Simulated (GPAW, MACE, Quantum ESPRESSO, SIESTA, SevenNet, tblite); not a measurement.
## Running amorphous Si0.4Ge0.6 (101 atoms) with GPAW

Wanted: GPAW inputs and outputs for amorphous Si0.4Ge0.6 (101 atoms), checked against a plane-wave reference.

Main program and level: GPAW 26.7.0; the method is named at each step.

### 1. Starting point

The cell holds 101 atoms: 40 Si and 61 Ge. Cell: a = 13.082 Å, b = 13.082 Å, c = 13.082 Å, α = 90.0°, β = 90.0°, γ = 90.0°. 101 atoms (40 Si, 61 Ge) placed at random at 4.12 g/cm³, melted at 3500 K for 10 ps at fixed volume with the Tersoff potential (Tersoff, Phys. Rev. B 39, 5566 (1989)). Quenched from 3500 K to 100 K at 500 K/ps and fixed volume, held 5 ps. Then every atom was moved at random, 0.05 Å r.m.s. a Cartesian component.

The yardstick, on the same geometry:

```
method                 : Kohn-Sham DFT, PBE, SSSP efficiency 1.3.0 pseudopotentials, plane waves (Quantum ESPRESSO 7.5); sssp-pbe-1.3.0-efficiency, cutoffs 45/360 Ry, Γ point
r.m.s. force component : 0.534 eV/Å
longest force          : 2.645 eV/Å
pressure               : 0.2887 GPa
time                   : 9.9 min on 4 MPI ranks of Arm Neoverse V1, shared host
CPU time               : 40 min
```

### 2. PBE, LCAO dzp, h 0.2 Å

Method: Kohn-Sham DFT, PBE, PAW, atomic orbitals (dzp).

Input file run.py:

```python
import numpy as np
from ase.io import read
from gpaw import GPAW, FermiDirac

atoms = read("structure.xyz")
atoms.calc = GPAW(
    mode="lcao",
    basis="dzp",
    h=0.2,
    xc="PBE",
    kpts={"size": (1, 1, 1), "gamma": True},
    occupations=FermiDirac(0.05),
    maxiter=200,
    symmetry={"point_group": False},
    txt="gpaw.txt",
)
energy = atoms.get_potential_energy(force_consistent=True)
forces = atoms.get_forces()
print(f"energy {energy:.6f} eV")
print("forces (eV/A)")
for i, (a, f) in enumerate(zip(atoms, forces)):
    print(f"{i:4d} {a.symbol:2s} {f[0]:10.5f} {f[1]:10.5f} {f[2]:10.5f}")
print(f"Fermi level {atoms.calc.get_fermi_level():.4f} eV")
for k in range(len(atoms.calc.get_ibz_k_points())):
    for s in range(atoms.calc.get_number_of_spins()):
        e = atoms.calc.get_eigenvalues(kpt=k, spin=s)
        n = np.searchsorted(e, atoms.calc.get_fermi_level())
        print(f"k {k} spin {s} levels about the Fermi level:", np.round(e[max(n - 6, 0):n], 4).tolist(), "|", np.round(e[n:n + 6], 4).tolist())
```

Input file structure.xyz:

```xyz
101
Lattice="13.08230 0.00000 0.00000 0.00000 13.08230 0.00000 0.00000 0.00000 13.08230" Properties=species:S:1:pos:R:3 pbc="T T T"
Si 7.12606 1.72477 6.32071
Si 8.66742 1.62927 2.76337
Si 7.77272 11.33097 11.74228
Si 12.87233 10.07913 6.72430
Si 3.69405 8.75834 5.24535
Si 12.14862 7.25427 1.77998
Si 8.65329 10.70289 7.48033
Si 2.09749 11.75000 9.61614
Si 10.67398 11.37781 6.29638
Si 7.69331 8.65159 6.48568
Si 4.76981 9.81016 1.22633
Si 12.72999 2.57447 0.62076
Si 6.25085 1.88320 2.44404
Si 1.84931 6.18034 7.03501
Si 9.70877 12.61749 2.12208
Si 6.70926 5.58104 9.18142
Si 5.85525 5.51275 3.71720
Si 3.47662 11.24790 2.46418
Si 9.84535 4.35928 4.25646
Si 7.68062 11.12767 2.60665
Si 2.53901 9.75861 8.53123
Si 0.31070 9.12098 0.74321
Si 5.20519 3.95700 2.04777
Si 9.20078 10.42175 9.82978
Si 4.20622 7.04377 6.66229
Si 8.25310 1.55993 11.27249
Si 4.65782 9.21988 9.42122
Si 3.85889 9.04706 12.06607
Si 11.34667 0.63031 8.39243
Si 7.43048 12.77787 7.71529
Si 11.85623 8.54418 11.68511
Si 0.23849 4.91816 5.56024
Si 3.81899 4.30944 12.96247
Si 6.00582 7.65223 8.09834
Si 5.04166 4.95518 5.95415
Si 11.97318 3.44091 11.33228
Si 9.45968 12.97437 12.72934
Si 7.94410 8.87856 1.88058
Si 2.31413 7.89909 0.43590
Si 11.22435 0.78965 5.90273
Ge 5.63154 7.67159 2.40557
Ge 8.91506 8.38680 4.14957
Ge 3.18515 4.18032 7.37973
Ge 0.63462 5.14134 10.86812
Ge 5.83785 1.51912 11.30612
Ge 5.60446 7.38875 11.90031
Ge 2.80485 12.77997 0.48640
Ge 8.99474 5.74614 10.16940
Ge 1.62639 5.07881 3.40755
Ge 11.20617 5.93413 5.72298
Ge 2.23760 10.55061 6.10185
Ge 8.78450 5.49012 0.72554
Ge 10.69125 5.72115 8.34782
Ge 2.81701 4.40246 9.77352
Ge 2.19429 12.41550 4.31088
Ge 12.64784 10.16469 4.29832
[... 41 atom lines left out ...]
Ge 2.91709 3.11398 2.94613
Ge 3.50161 11.49045 11.55389
Ge 5.84216 11.61734 3.87864
Ge 0.83517 8.17958 8.04836
```

Started as:

```bash
OMP_NUM_THREADS=1 python run.py > output.txt
```

Numbers of over 12 decimals in the logs are rounded to 6 here.

What it wrote:

```text
energy -442.646508 eV
forces (eV/A)
   0 Si    0.87332   -0.05205    0.40306
   1 Si    0.05452   -0.30362   -0.89086
   2 Si    0.17264   -0.30498   -0.69079
   3 Si    0.09279   -0.05383    0.62987
   4 Si   -0.06848    0.17317   -0.90334
   5 Si   -0.05386    0.55867   -0.04199
   6 Si    0.27655   -0.51220   -0.40930
   7 Si   -0.50582    0.52519   -0.21621
   8 Si   -0.34924    0.20363    0.39127
   9 Si   -0.42392    0.86967    0.08630
  10 Si   -0.22986   -1.50113   -0.90704
  11 Si   -0.34969    0.03659   -0.27626
  12 Si    1.01814    0.20128   -0.15904
  13 Si   -0.16606    0.08227   -0.68264
  14 Si   -0.85406    0.12930   -0.05617
  15 Si    0.67512    0.14872   -0.33744
  16 Si   -0.03139    0.17065    0.43705
  17 Si   -0.76120    0.83524    0.59067
  18 Si    0.02644   -0.63257    2.83448
  19 Si    2.35274   -0.06177    0.22337
  20 Si    0.63342   -0.41566   -0.42307
  21 Si   -0.77982   -0.10300   -0.62083
  22 Si   -0.65465    0.03118   -0.13002
  23 Si   -0.62537    0.79676    0.15844
[...]
93 Ge    0.08837   -1.09954   -0.42245
  94 Ge   -0.41623   -0.22656   -0.23478
  95 Ge    0.70297   -0.61245    0.06349
  96 Ge   -0.19773    0.58524    1.02380
  97 Ge    0.65599   -0.70749   -0.80609
  98 Ge   -0.54048   -0.61107    0.48541
  99 Ge   -1.16631    0.78307    0.00224
 100 Ge   -0.61518   -0.47590    0.12014
Fermi level 5.4711 eV
k 0 spin 0 levels about the Fermi level: [5.273, 5.3128, 5.3642, 5.4043, 5.4485, 5.4633] | [5.5528, 5.6321, 5.6722, 5.7213, 5.7727, 5.7917]
```

gpaw.txt:

```text
Input parameters:
  mode=LCAO(),
  basis={'default': 'dzp'},
  h=0.2,
  kpts=MonkhorstPack(size=(1, 1, 1), gamma=True),
  maxiter=200,
  occupations=Occupations(name='fermi-dirac', width=0.05, fixmagmom=False),
  symmetry=Symmetry(point_group=False),
  xc=XC(name='PBE')
Unit cell  # Å
| periodic |         x |         y |         z |   lengths |    angles |
|----------|-----------|-----------|-----------|-----------|-----------|
|      yes | 13.082300 |  0.000000 |  0.000000 | 13.082300 | 90.000000 |
|      yes |  0.000000 | 13.082300 |  0.000000 | 13.082300 | 90.000000 |
|      yes |  0.000000 |  0.000000 | 13.082300 | 13.082300 | 90.000000 |
Number of symmetries: 1
Symmetry operations  # r_c * U_cc + t_c -> r_c
|   | kind |            matrix            |
|---|------|------------------------------|
| 0 |  E   |  1, 0, 0,  0, 1, 0,  0, 0, 1 |
BZ-sampling:
  Number of BZ points: 1
  Number of IBZ points: 1
  Monkhorst-Pack size: [1, 1, 1]
  Monkhorst-Pack shift: [0, 0, 0]
[... lines left out ...]
  Fermi-Dirac:
[... lines left out ...]
xc functional:
  name: PBE with 2 nearest neighbor stencil
interpolation: tri-quintic # 5. degree polynomial
Initialization done in: 13.816 s
convergence criteria:
- Maximum [total energy] change in last 3 cyles: 0.0005 eV / valence electron
- Maximum integral of absolute [dens]ity change: 0.0001 electrons / valence electron
- Maximum integral of absolute [eigenst]ate change: 4e-08 eV^2 / valence electron
maximum number of iterations: 200
SCF iterations
|iter     |      energy | eigst |  dens |
|---------|-------------|-------|-------|
|iter:   1| -443.650284 |      c|       |
|iter:   2| -443.186306 |      c| -1.05 |
|iter:   3| -458.437734 |      c| -1.08 |
|iter:   4| -463.219612 |      c| -1.08 |
|iter:   5| -443.985090 |      c| -1.03 |
|iter:   6| -443.416717 |      c| -1.58 |
|iter:   7| -442.668377 |      c| -1.69 |
|iter:   8| -442.564167 |      c| -2.00 |
|iter:   9| -442.587122c|      c| -2.18 |
|iter:  10| -442.492159c|      c| -2.17 |
|iter:  11| -442.493303c|      c| -2.61 |
[...]
|iter:  17| -442.481944c|      c| -3.78 |
|iter:  18| -442.481977c|      c| -3.87 |
|iter:  19| -442.482018c|      c| -4.04c|
Converged in 19 steps
SCF loop duration: 412.940 s (21.734 s/step)
Energy contributions relative to reference atoms: (reference = -3798409.679012)
Energy contributions:
  Kinetic:        1049.828217
  Coulomb:        -939.469798
  Zero:             -0.151620
  External:          0.000000
  Xc:             -552.524327
  Entropy:          -0.328981
  Spinorbit:         0.000000
  ----------------------------
  Free energy:    -442.646508
  Extrapolated:   -442.482018
dipole moment: (79.862960, 40.082451, -53.837108)  # |e|*Ang
Fermi level: 5.471
Eigenvalues  # (at kpt = [0.000, 0.000, 0.000])
| band index |      eig [eV] | occ [0-2] |
|------------|---------------|-----------|
|          0 |        -7.152 |     2.000 |
|        ... |               |           |
|        195 |         5.160 |     1.996 |
|        196 |         5.203 |     1.991 |
[...]
|        210 |         5.968 |     0.000 |
|        ... |               |           |
|        246 |         7.672 |     0.000 |
Gap: 0.089 eV
Transition (v -> c):
  (s=0, k=0, n=202, [0.00, 0.00, 0.00]) -> (s=0, k=0, n=203, [0.00, 0.00, 0.00])
No difference between direct/indirect transitions
Force computation time: 51.500  # s
timing:  # [seconds]
  Total:  478.284  # ━━━━━━━━━━━━━━━━━━━━━━━━━━━━━━━━━━━━━━━━━━━━━━━━━━━━━━━━
  Init:    13.815  # ━╸
  SCF:    412.940  # ━━━━━━━━━━━━━━━━━━━━━━━━━━━━━━━━━━━━━━━━━━━━━━━━╸
  Forces:  51.500  # ━━━━━━
```

The job ended after 8 min (1 thread of Arm Neoverse V1, shared host; peak memory 2 GiB).

Banners, paths, timers and routine set-up lines are dropped from the logs unmarked, and long logs keep their key lines alone; longer cuts are marked.

Compared with the plane-wave run:

```
r.m.s. force component                  : 0.5853 eV/Å
r.m.s. difference of force components   : 64.95 meV/Å
longest difference of force vectors     : 261.2 meV/Å
force difference over r.m.s. force      : 12.16 %
slope of forces against the reference's : 1.093
correlation of force components         : 0.9975
```

Length of the force difference by element (eV/Å):

```
element  atoms   mean  most
     Ge     61   0.11  0.19
     Si     40  0.096  0.26
```

The surroundings of Si19, which bears the longest force, nearest first, numbered as they follow in the input and with coordinates relative to it.

```csv
atom,x,y,z,distance (Å),bonds,Fx,Fy,Fz (eV/Å)
Si19,0.00,0.00,0.00,0.00,4,0.03,-0.63,2.83
Ge89,0.68,-0.01,-2.16,2.26,4,1.18,0.20,-0.74
Ge60,-1.55,1.55,-0.90,2.37,4,-0.54,0.14,0.27
Ge73,-0.55,-2.33,0.77,2.52,4,-0.30,0.46,0.44
Ge50,1.36,1.57,1.47,2.55,5,-0.34,0.36,-0.79
Ge95,-1.08,1.95,2.38,3.27,4,-0.42,-0.23,-0.23
Si2,-1.18,-2.73,-1.49,3.33,4,0.05,-0.30,-0.89
Si32,3.48,0.56,1.30,3.75,4,2.05,0.28,0.01
Ge52,-1.06,1.13,-3.53,3.86,5,0.04,0.07,-0.10
```

Atoms are counted from 1 here, from 0 in the log.

Forces lie 12 % from the reference's, at 0.20 times its CPU time (on 1 against 4 cores).

### 3. PBE, plane waves 450 eV

Method: Kohn-Sham DFT, PBE, PAW, plane waves.

Changes to run.py since step 2:

```diff
@@ -2,3 +2,4 @@
 from ase.io import read
-from gpaw import GPAW, FermiDirac
+from gpaw import GPAW, FermiDirac, PW
+from ase.parallel import parprint as print
 
@@ -6,5 +7,3 @@
 atoms.calc = GPAW(
-    mode="lcao",
-    basis="dzp",
-    h=0.2,
+    mode=PW(450),
     xc="PBE",
@@ -14,2 +13,3 @@
     symmetry={"point_group": False},
+    nbands=593,
     txt="gpaw.txt",
@@ -22,2 +22,6 @@
     print(f"{i:4d} {a.symbol:2s} {f[0]:10.5f} {f[1]:10.5f} {f[2]:10.5f}")
+stress = -atoms.get_stress(voigt=False) * 160.21766
+print("stress (GPa, compression positive)")
+for row in stress:
+    print(" ".join(f"{x:10.4f}" for x in row))
 print(f"Fermi level {atoms.calc.get_fermi_level():.4f} eV")
```

structure.xyz is that of step 2.

Started as:

```bash
OMP_NUM_THREADS=1 mpirun -np 4 gpaw python run.py > output.txt
```

What it wrote:

```text
energy -455.011568 eV
forces (eV/A)
   0 Si    0.86539   -0.10086    0.34403
   1 Si    0.08937   -0.28575   -0.83829
   2 Si    0.15654   -0.28559   -0.69859
   3 Si    0.12983   -0.00023    0.58171
   4 Si   -0.05920    0.18299   -0.80697
   5 Si   -0.07674    0.54832   -0.03863
   6 Si    0.27756   -0.46437   -0.35214
   7 Si   -0.44010    0.50316   -0.25920
   8 Si   -0.29981    0.17737    0.32326
   9 Si   -0.40319    0.83527    0.09190
  10 Si   -0.19730   -1.41303   -0.83358
  11 Si   -0.36286    0.05905   -0.26441
  12 Si    0.96264    0.17285   -0.14333
  13 Si   -0.13518    0.06623   -0.64162
  14 Si   -0.83688    0.18114   -0.05950
  15 Si    0.66264    0.16663   -0.34068
  16 Si    0.00133    0.18026    0.34896
  17 Si   -0.74319    0.77514    0.54210
  18 Si    0.00378   -0.58215    2.69139
  19 Si    2.23594   -0.09384    0.19988
  20 Si    0.59135   -0.35723   -0.42545
  21 Si   -0.72392   -0.13174   -0.56598
  22 Si   -0.62846    0.05320   -0.12060
  23 Si   -0.57072    0.82283    0.19276
[...]
93 Ge    0.02528   -0.97752   -0.38453
  94 Ge   -0.34388   -0.23483   -0.22615
  95 Ge    0.60587   -0.52716    0.06357
  96 Ge   -0.23236    0.52131    0.94793
  97 Ge    0.60142   -0.66478   -0.78658
  98 Ge   -0.47571   -0.60852    0.44557
  99 Ge   -1.07556    0.77750    0.00577
 100 Ge   -0.57176   -0.45331    0.11195
stress (GPa, compression positive)
    0.8387    -1.0143     0.2414
   -1.0143     0.0859     0.2604
    0.2414     0.2604     1.0494
Fermi level 5.4396 eV
k 0 spin 0 levels about the Fermi level: [5.2437, 5.2848, 5.33, 5.3727, 5.4167, 5.433] | [5.5224, 5.5986, 5.6321, 5.6824, 5.7406, 5.7552]
```

gpaw.txt:

```text
Input parameters:
  mode=PW(ecut=450.000000),
  kpts=MonkhorstPack(size=(1, 1, 1), gamma=True),
  maxiter=200,
  nbands=593,
  occupations=Occupations(name='fermi-dirac', width=0.05, fixmagmom=False),
  symmetry=Symmetry(point_group=False),
  xc=XC(name='PBE')
Diagonalizing LCAO Hamiltonian
Converting LCAO to pw mode
         .----------------------Si-------.
[... lines left out ...]
  Converge bands: occupied
[... lines left out ...]
  Fermi-Dirac:
[... lines left out ...]
convergence criteria:
- Maximum [total energy] change in last 3 cyles: 0.0005 eV / valence electron
[... lines left out ...]
Converged in 24 steps
[... lines left out ...]
  ----------------------------
  Free energy:    -455.011568
  Extrapolated:   -454.845890
dipole moment: (79.346956, 39.806188, -53.454335)  # |e|*Ang
Fermi level: 5.440
Eigenvalues  # (at kpt = [0.000, 0.000, 0.000])
| band index |      eig [eV] | occ [0-2] |
|------------|---------------|-----------|
|          0 |        -7.125 |     2.000 |
|        ... |               |           |
|        195 |         5.130 |     1.996 |
|        196 |         5.176 |     1.990 |
[...]
|        ... |               |           |
[...]
Gap: 0.089 eV
Transition (v -> c):
  (s=0, k=0, n=202, [0.00, 0.00, 0.00]) -> (s=0, k=0, n=203, [0.00, 0.00, 0.00])
No difference between direct/indirect transitions
Force computation time: 6.184  # s
Stress tensor  # eV/Ang^3
|         x |         y |         z |
|-----------|-----------|-----------|
[...]
|  0.006331 | -0.000536 | -0.001626 |
| -0.001507 | -0.001626 | -0.006550 |
Stress computation time: 28.871  # s
```

The job ended after 7.5 min (4 MPI ranks; peak memory 3.3 GiB).

Against the reference:

| Quantity | Value |
| --- | --- |
| r.m.s. force component | 0.5504 eV/Å |
| r.m.s. difference of force components | 22.72 meV/Å |
| longest difference of force vectors | 130.4 meV/Å |
| force difference over r.m.s. force | 4.255 % |
| slope of forces against the reference's | 1.03 |
| correlation of force components | 0.9996 |
| pressure | 0.658 GPa |
| pressure difference | 0.3693 GPa |

Against the first run (12 %), the force difference from the reference is 4.3 %, at 3.8 times the CPU time (on 4 against 1 cores).

The run ends at a pressure of 0.66 GPa, with forces up to 2.8 eV/Å.

### 4. PBE, LCAO sz(dzp), h 0.2 Å

Method: Kohn-Sham DFT, PBE, PAW, atomic orbitals (sz(dzp)).

Changes to run.py since step 3:

```diff
@@ -2,4 +2,3 @@
 from ase.io import read
-from gpaw import GPAW, FermiDirac, PW
-from ase.parallel import parprint as print
+from gpaw import GPAW, FermiDirac
 
@@ -7,3 +6,5 @@
 atoms.calc = GPAW(
-    mode=PW(450),
+    mode="lcao",
+    basis="sz(dzp)",
+    h=0.2,
     xc="PBE",
@@ -13,3 +14,2 @@
     symmetry={"point_group": False},
-    nbands=593,
     txt="gpaw.txt",
@@ -22,6 +22,2 @@
     print(f"{i:4d} {a.symbol:2s} {f[0]:10.5f} {f[1]:10.5f} {f[2]:10.5f}")
-stress = -atoms.get_stress(voigt=False) * 160.21766
-print("stress (GPa, compression positive)")
-for row in stress:
-    print(" ".join(f"{x:10.4f}" for x in row))
 print(f"Fermi level {atoms.calc.get_fermi_level():.4f} eV")
```

structure.xyz is that of step 3.

Started as:

```bash
OMP_NUM_THREADS=1 python run.py > output.txt
```

What it wrote:

```text
energy -398.344158 eV
forces (eV/A)
   0 Si    0.80181    0.40274    0.65607
   1 Si   -0.01432   -0.11504   -1.08115
   2 Si   -0.00826   -0.57531   -0.52186
   3 Si    0.00557   -0.26795    0.89574
   4 Si   -0.22737    0.41576   -1.61794
   5 Si   -0.12813    0.31444    0.20134
   6 Si    0.36742   -1.03895   -0.77107
   7 Si   -0.98295    0.82883    0.22482
   8 Si   -0.82585    0.06810    0.57750
   9 Si   -0.53634    1.01446   -0.23827
  10 Si    0.14937   -1.92127   -1.07989
  11 Si   -0.13660   -0.23761   -0.14261
  12 Si    1.27095    0.03443   -0.28554
  13 Si   -0.37415    0.34267   -0.51048
  14 Si   -0.60193   -0.50809    0.10611
  15 Si    0.88209   -0.20864   -0.23220
  16 Si    0.06519    0.39951    1.26213
  17 Si   -1.04131    1.20826    0.99414
  18 Si    0.24527   -0.88941    3.70816
  19 Si    2.54937    0.20806    0.37853
  20 Si    0.56181   -1.17985   -0.65635
  21 Si   -1.23793    0.53509   -0.91102
  22 Si   -0.95430   -0.12732   -0.38713
  23 Si   -0.64367    0.59234    0.11243
[...]
93 Ge    0.25954   -1.24878   -0.60897
  94 Ge   -0.44419   -0.39851   -0.32949
  95 Ge    1.00060   -0.82999    0.46201
  96 Ge   -0.43139    0.47592    1.33597
  97 Ge    0.53587   -1.11658   -0.78007
  98 Ge   -0.57347   -0.44806    0.81933
  99 Ge   -1.60130    1.09215    0.50599
 100 Ge   -1.04053   -0.75739    0.24417
Fermi level 5.5579 eV
k 0 spin 0 levels about the Fermi level: [5.3259, 5.3759, 5.4411, 5.5014, 5.5303, 5.5535] | [5.6352, 5.7273, 5.8297, 5.8601, 5.8846, 5.9206]
```

gpaw.txt:

```text
Input parameters:
  mode=LCAO(),
  basis={'default': 'sz(dzp)'},
  h=0.2,
  kpts=MonkhorstPack(size=(1, 1, 1), gamma=True),
  maxiter=200,
  occupations=Occupations(name='fermi-dirac', width=0.05, fixmagmom=False),
  symmetry=Symmetry(point_group=False),
  xc=XC(name='PBE')
Unit cell  # Å
| periodic |         x |         y |         z |   lengths |    angles |
[... lines left out ...]
  Fermi-Dirac:
[... lines left out ...]
convergence criteria:
- Maximum [total energy] change in last 3 cyles: 0.0005 eV / valence electron
[... lines left out ...]
Converged in 17 steps
[... lines left out ...]
  Free energy:    -398.344158
  Extrapolated:   -398.189438
dipole moment: (81.990325, 41.209779, -54.355959)  # |e|*Ang
Fermi level: 5.558
Eigenvalues  # (at kpt = [0.000, 0.000, 0.000])
| band index |      eig [eV] | occ [0-2] |
|------------|---------------|-----------|
|          0 |        -7.439 |     2.000 |
|        ... |               |           |
|        195 |         5.251 |     1.996 |
|        196 |         5.289 |     1.991 |
[...]
|        210 |         6.113 |     0.000 |
|        ... |               |           |
|        246 |         8.159 |     0.000 |
Gap: 0.082 eV
Transition (v -> c):
  (s=0, k=0, n=202, [0.00, 0.00, 0.00]) -> (s=0, k=0, n=203, [0.00, 0.00, 0.00])
No difference between direct/indirect transitions
Force computation time: 9.166  # s
timing:  # [seconds]
  Total:  110.740  # ━━━━━━━━━━━━━━━━━━━━━━━━━━━━━━━━━━━━━━━━━━━━━━━━━━━━━━━━
  Init:    11.385  # ━━━━━━
  SCF:     90.161  # ━━━━━━━━━━━━━━━━━━━━━━━━━━━━━━━━━━━━━━━━━━━━━╸
  Forces:   9.166  # ━━━━╸
```

Wall time 1.9 min (1 thread); peak memory 1.5 GiB.

Against the reference:

| Item | Value |
| --- | --- |
| r.m.s. force component | 0.7431 eV/Å |
| r.m.s. difference of force components | 325.2 meV/Å |
| longest difference of force vectors | 1196 meV/Å |
| force difference over r.m.s. force | 60.91 % |
| slope of forces against the reference's | 1.283 |
| correlation of force components | 0.9218 |

This is a coarse setting, run to see what it loses.

Against the first run (12 %), the force difference from the reference is 61 %, at 0.23 times the CPU time, with 404 basis functions against 1313: the smaller basis costs accuracy.

(Continued in part 2 of 2.)

[Also dropped from logs without a mark: logging warnings of Python, and SIESTA's first energy breakdown and zero terms.]

[Logs are printed without paths, hosts, clocks, repeated set-up lines and the standing remarks that a program may print on its own settings, such as how far it seeks lower states.]

[Hosts, paths, dates, database ids (printed as entryN), source tags and the programs' standing remarks are cut or masked in the printed files.]
